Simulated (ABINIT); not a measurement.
**SiTe2 (Fm-3m): zone-centre phonons**

Aim: the zone-centre modes of SiTe2 (Fm-3m).

Main program and level: ABINIT 10.8.3; DFT LDA, scalar-relativistic, plane waves, HGH norm-conserving pseudopotentials.

Most raw output is cut from this account.

The structure was built from a prototype and need not be the compound's stable phase.

**1. Starting point**

The structure is cubic, space group Fm-3m (No. 225). The conventional cell has a = 6.208 Å, b = 6.208 Å, c = 6.208 Å, α = 90.00°, β = 90.00°, γ = 90.00°. Nearest to Si lie 8 Te at 2.69 Å. Te has 4 Si at 2.69 Å and 6 Te at 3.10 Å nearest. Farther neighbours and most contacts between anions are not listed.

**2. A first look**

A first run with smearing and empty bands tells whether the crystal has a gap, which decides between fixed occupations and smearing later on.

The input, probe.abi:

```
# ground state
tolvrs 1.0d-08
prtden 1
prtwf 1

# basis, mesh and filling
ecut 20.0
ixc 7
ngkpt 6 6 6
nshiftk 1
shiftk 0.0 0.0 0.0
istwfk *1
occopt 7
tsmear 0.005
nband 14
nstep 100
diemac 9.0
prtebands 0
prtgsr 0

# cell and atoms
acell 3*1.0 Angstrom
rprim 
    0.0 3.10418 3.10418
    3.10418 0.0 3.10418
    3.10418 3.10418 0.0
ntypat 2
znucl 14 52
natom 3
typat 1 2 2
xred 
    0.0 0.0 0.0
    0.25 0.25 0.25
    0.75 0.75 0.75
pp_dirpath "./pseudo"
pseudos "Si.hgh, Te.hgh"
```

Command:

```
$ OMP_NUM_THREADS=1 mpirun -n 2 abinit probe.abi > probe.log
```

Elapsed: 20 s, on 2 MPI ranks of AMD EPYC (Zen 3), shared host.

Numbers from this step:

| Quantity | Value |
| --- | --- |
| volume per atom | 19.94 Å³ |
| pressure | 29.10 GPa |
| gap on the k-mesh | 0 eV |

No gap opens on this mesh, so smearing is kept; the printed pressure holds the stress of the finite basis too.

**3. Rough relaxation**

The typed start is rough, so a first relaxation with smearing and loose thresholds takes it towards rest cheaply.

The input, prerelax.abi:

```
# relaxation
ionmov 2
optcell 2
dilatmx 1.15
chkdilatmx 0
ntime 40
tolmxf 3.0d-04
tolvrs 1.0d-10
prtwf 0
prtden 0
chksymtnons 0

# basis, mesh and filling
ecut 21.0
ecutsm 3.0
ixc 7
ngkpt 4 4 4
nshiftk 1
shiftk 0.0 0.0 0.0
istwfk *1
occopt 7
tsmear 0.005
nband 14
nstep 100
diemac 1000000.0
prtebands 0
prtgsr 0

# cell and atoms
acell 3*1.0 Angstrom
rprim 
    0.0 3.10418 3.10418
    3.10418 0.0 3.10418
    3.10418 3.10418 0.0
ntypat 2
znucl 14 52
natom 3
typat 1 2 2
xred 
    0.0 0.0 0.0
    0.25 0.25 0.25
    0.75 0.75 0.75
pp_dirpath "./pseudo"
pseudos "Si.hgh, Te.hgh"
```

Command:

```
$ OMP_NUM_THREADS=1 mpirun -n 2 abinit prerelax.abi > prerelax.log
```

The job ended after 54 s (2 MPI ranks; 1.8 min of CPU time).

The steps of the relaxation:

```csv
step,energy less that of the first step (eV),largest force (eV/Å),volume (Å³)
1,0.0000,0.0000,59.82
2,-0.7181,0.0000,65.11
3,-1.2643,0.0000,74.72
4,-1.3068,0.0000,78.05
5,-1.3091,0.0000,79.00
```

```csv
"conventional cell, symmetrised",before,after,change
a (Å),6.208,6.811,+9.7 %
b (Å),6.208,6.811,+9.7 %
c (Å),6.208,6.811,+9.7 %
volume (Å³/atom),19.94,26.33,+32.1 %
```

Final coordinates:

```xyz
3
Lattice="0.0000 3.4056 3.4056 3.4056 0.0000 3.4056 3.4056 3.4056 0.0000" Properties=species:S:1:pos:R:3 pbc="T T T"
Si    0.0000    0.0000    0.0000
Te    1.7028    1.7028    1.7028
Te    5.1085    5.1085    5.1085
```

Read from the output:

| Item | Value |
| --- | --- |
| volume per atom | 26.33 Å³ |
| pressure | 0.05224 GPa |

The volume changes by +32.1 % in this run and stands +32.1 % from the first cell.

**4. Rough relaxation**

The cell changed much, so the rough relaxation is repeated on a basis made for the new cell.

prerelax.abi: that of step 3 with these lines changed.

```diff
@@ -31,5 +31,5 @@
 rprim 
-    0.0 3.10418 3.10418
-    3.10418 0.0 3.10418
-    3.10418 3.10418 0.0
+    0.0 3.405639673 3.405639673
+    3.405639673 0.0 3.405639673
+    3.405639673 3.405639673 0.0
 ntypat 2
```

The job ended after 19 s (2 MPI ranks).

Little changed from the start: no atom moved by 0.005 Å and no cell edge by 0.1 %.

The volume changes by +0.0 % in this run and stands +32.1 % from the first cell.

**5. Relaxing the cell and atoms**

The harmonic expansion needs vanishing forces, and a free crystal bears no stress, so cell and atoms are brought to rest. Stress is more sensitive to the basis than forces are: the last 3 Ha under the cutoff are smoothed with ecutsm, and the cutoff is raised above that of the later runs.

The input, relax.abi:

```
# relaxation
ionmov 2
optcell 2
dilatmx 1.08
ntime 40
tolmxf 1.0d-05
tolvrs 1.0d-14
prtwf 0
prtden 0
chksymtnons 0

# basis, mesh and filling
ecut 26.0
ecutsm 3.0
ixc 7
ngkpt 6 6 6
nshiftk 1
shiftk 0.0 0.0 0.0
istwfk *1
occopt 6
tsmear 0.01
nband 14
nstep 100
diemac 1000000.0
prtebands 0
prtgsr 0

# cell and atoms
acell 3*1.0 Angstrom
rprim 
    0.0 3.405639675 3.405639675
    3.405639675 0.0 3.405639675
    3.405639675 3.405639675 0.0
ntypat 2
znucl 14 52
natom 3
typat 1 2 2
xred 
    0.0 0.0 0.0
    0.25 0.25 0.25
    0.75 0.75 0.75
pp_dirpath "./pseudo"
pseudos "Si.hgh, Te.hgh"
```

Command:

```
$ OMP_NUM_THREADS=1 mpirun -n 2 abinit relax.abi > relax.log
```

It took 1.9 min on 2 MPI ranks.

Little changed from the start: no atom moved by 0.005 Å and no cell edge by 0.1 %.

Read from the output:

```yaml
volume_per_atom: 26.36 Å³
pressure: 7.76e-5 GPa
```

The volume changes by +0.1 % in this run and stands +32.2 % from the first cell.

**6. Self-consistent run for the response**

The response is built on these wavefunctions, so the potential is converged far more tightly than an energy would need. Smearing stays on, as the first look found no gap above 0.3 eV.

The input, gs.abi:

```
# ground state
tolvrs 1.0d-16
prtden 1
prtwf 1

# basis, mesh and filling
ecut 20.0
ixc 7
ngkpt 6 6 6
nshiftk 1
shiftk 0.0 0.0 0.0
istwfk *1
occopt 6
tsmear 0.01
nband 14
nstep 100
diemac 1000000.0
prtebands 0
prtgsr 0

# cell and atoms
acell 3*1.0 Angstrom
rprim 
    0.0 3.406832056 3.406832056
    3.406832056 0.0 3.406832056
    3.406832056 3.406832056 0.0
ntypat 2
znucl 14 52
natom 3
typat 1 2 2
xred 
    0.0 0.0 0.0
    0.25 0.25 0.25
    0.75 0.75 0.75
pp_dirpath "./pseudo"
pseudos "Si.hgh, Te.hgh"
```

Command:

```
$ OMP_NUM_THREADS=1 mpirun -n 2 abinit gs.abi > gs.log
```

Run time: 26 s. Hardware: 2 MPI ranks.

This step gave:

```yaml
pressure: -0.1572 GPa
```

The cell stands at -0.16 GPa: the relaxation ran with a smoothed and higher cutoff, and the difference is a stress of the finite basis.

**7. Zone-centre response**

At q = 0 one unit cell holds all displacements. The response is solved for single atoms along the cell's directions, and symmetry skips those that follow from others. The crystal is treated as a metal, which screens a static field, so no field response is asked.

The input, dfpt_gamma.abi:

```

# common to the responses
getwfk_filepath "gso_WFK"
kptopt 2
nqpt 1
qpt 0.0 0.0 0.0
asr 0
chneut 0

# displacements
rfphon 1
rfatpol 1 3
rfdir 1 1 1
tolvrs 1.0d-10
prtwf 0

# basis, mesh and filling
ecut 20.0
ixc 7
ngkpt 6 6 6
nshiftk 1
shiftk 0.0 0.0 0.0
istwfk *1
occopt 6
tsmear 0.01
nband 14
nstep 100
diemac 1000000.0
prtebands 0
prtgsr 0

# cell and atoms
acell 3*1.0 Angstrom
rprim 
    0.0 3.406832056 3.406832056
    3.406832056 0.0 3.406832056
    3.406832056 3.406832056 0.0
ntypat 2
znucl 14 52
natom 3
typat 1 2 2
xred 
    0.0 0.0 0.0
    0.25 0.25 0.25
    0.75 0.75 0.75
pp_dirpath "./pseudo"
pseudos "Si.hgh, Te.hgh"
```

Command:

```
$ OMP_NUM_THREADS=1 mpirun -n 2 abinit dfpt_gamma.abi > dfpt_gamma.log
```

Wall time 2.9 min (2 MPI ranks); 5.7 min of CPU time.

This step gave:

| Quantity | Value |
| --- | --- |
| largest acoustic frequency at the zone centre before the sum rule | 0.39 cm⁻¹ |
| highest optical zone-centre mode (no LO-TO term) | 104.7 cm⁻¹ |
| lowest optical zone-centre mode | 101 cm⁻¹ |

The acoustic modes at Γ come out as far as 0.4 cm⁻¹ from zero, where they should vanish, a small numerical error.

**8. Modes with the sum rule**

anaddb reads the merged derivatives and imposes the acoustic sum rule.

The input, anaddb.abi:

```
ddb_filepath "gamma_DDB"
output_file "anaddb.abo"
outdata_prefix "anaddb"
asr 1
chneut 1
enunit 2
eivec 1
nph1l 1
qph1l 0.0 0.0 0.0 1.0
```

The input, mrgddb.in:

```
gamma_DDB
merged
2
dfpt_gammao_DDB
gso_DDB
```

Command:

```
$ mrgddb < mrgddb.in > mrgddb.log
$ OMP_NUM_THREADS=1 anaddb anaddb.abi > anaddb.log
```

It took 1.1 s on 1 thread.

No LO-TO term; unit eigenvectors of the mass-weighted matrix, from anaddb's displacements. The modes at Γ (shares of kinetic energy by element, %):

```csv
mode,frequency (cm⁻¹),symmetry,Si %,Te %
1,0.0,acoustic,10,90
2,0.0,acoustic,10,90
3,0.0,acoustic,10,90
4,101.0,T2g,0,100
5,101.0,T2g,0,100
6,101.0,T2g,0,100
7,104.7,T1u,90,10
8,104.7,T1u,90,10
9,104.7,T1u,90,10
```

Displacements in mode 4 (101.0 cm⁻¹), the largest set to 1:
```
Si1  0.00  0.00  0.00
Te2  0.00  0.00  1.00
Te3  0.00  0.00 -1.00
```

Displacements in mode 7 (104.7 cm⁻¹), the largest set to 1:
```
Si1  0.00  0.00 -1.00
Te2  0.00  0.00  0.11
Te3  0.00  0.00  0.11
```

The rule moves no optical mode by more than 0.1 cm⁻¹.

**9. Summary of results**

```json
{
 "space group after relaxation": "Fm-3m",
 "volume per atom": "26.4 Å³",
 "highest optical zone-centre mode (no LO-TO term)": "104.7 cm⁻¹",
 "lowest optical zone-centre mode": "101 cm⁻¹",
 "imaginary optical modes at the zone centre (no q mesh in this session)": "none"
}
```

**Reading.** At the LDA level the optical modes of SiTe2 (Fm-3m) at the zone centre run from 101 to 105 cm⁻¹. These are harmonic frequencies at zero temperature: anharmonic shifts and linewidths and thermal expansion are left out. Spin-orbit coupling is left out, which can matter for the heavy elements here. In a metal the frequencies hang on the k mesh and the smearing, most of all near Kohn anomalies. The structure is a hypothetical one, built on a prototype.

[Host names and launcher messages were left out of these logs when they were recorded.]

[Logs are printed without paths, hosts, clocks, repeated set-up lines and the standing remarks that a program may print on its own settings, such as how far it seeks lower states.]

[Hosts, paths, dates, database ids (printed as entryN), source tags and the programs' standing remarks are cut or masked in the printed files.]
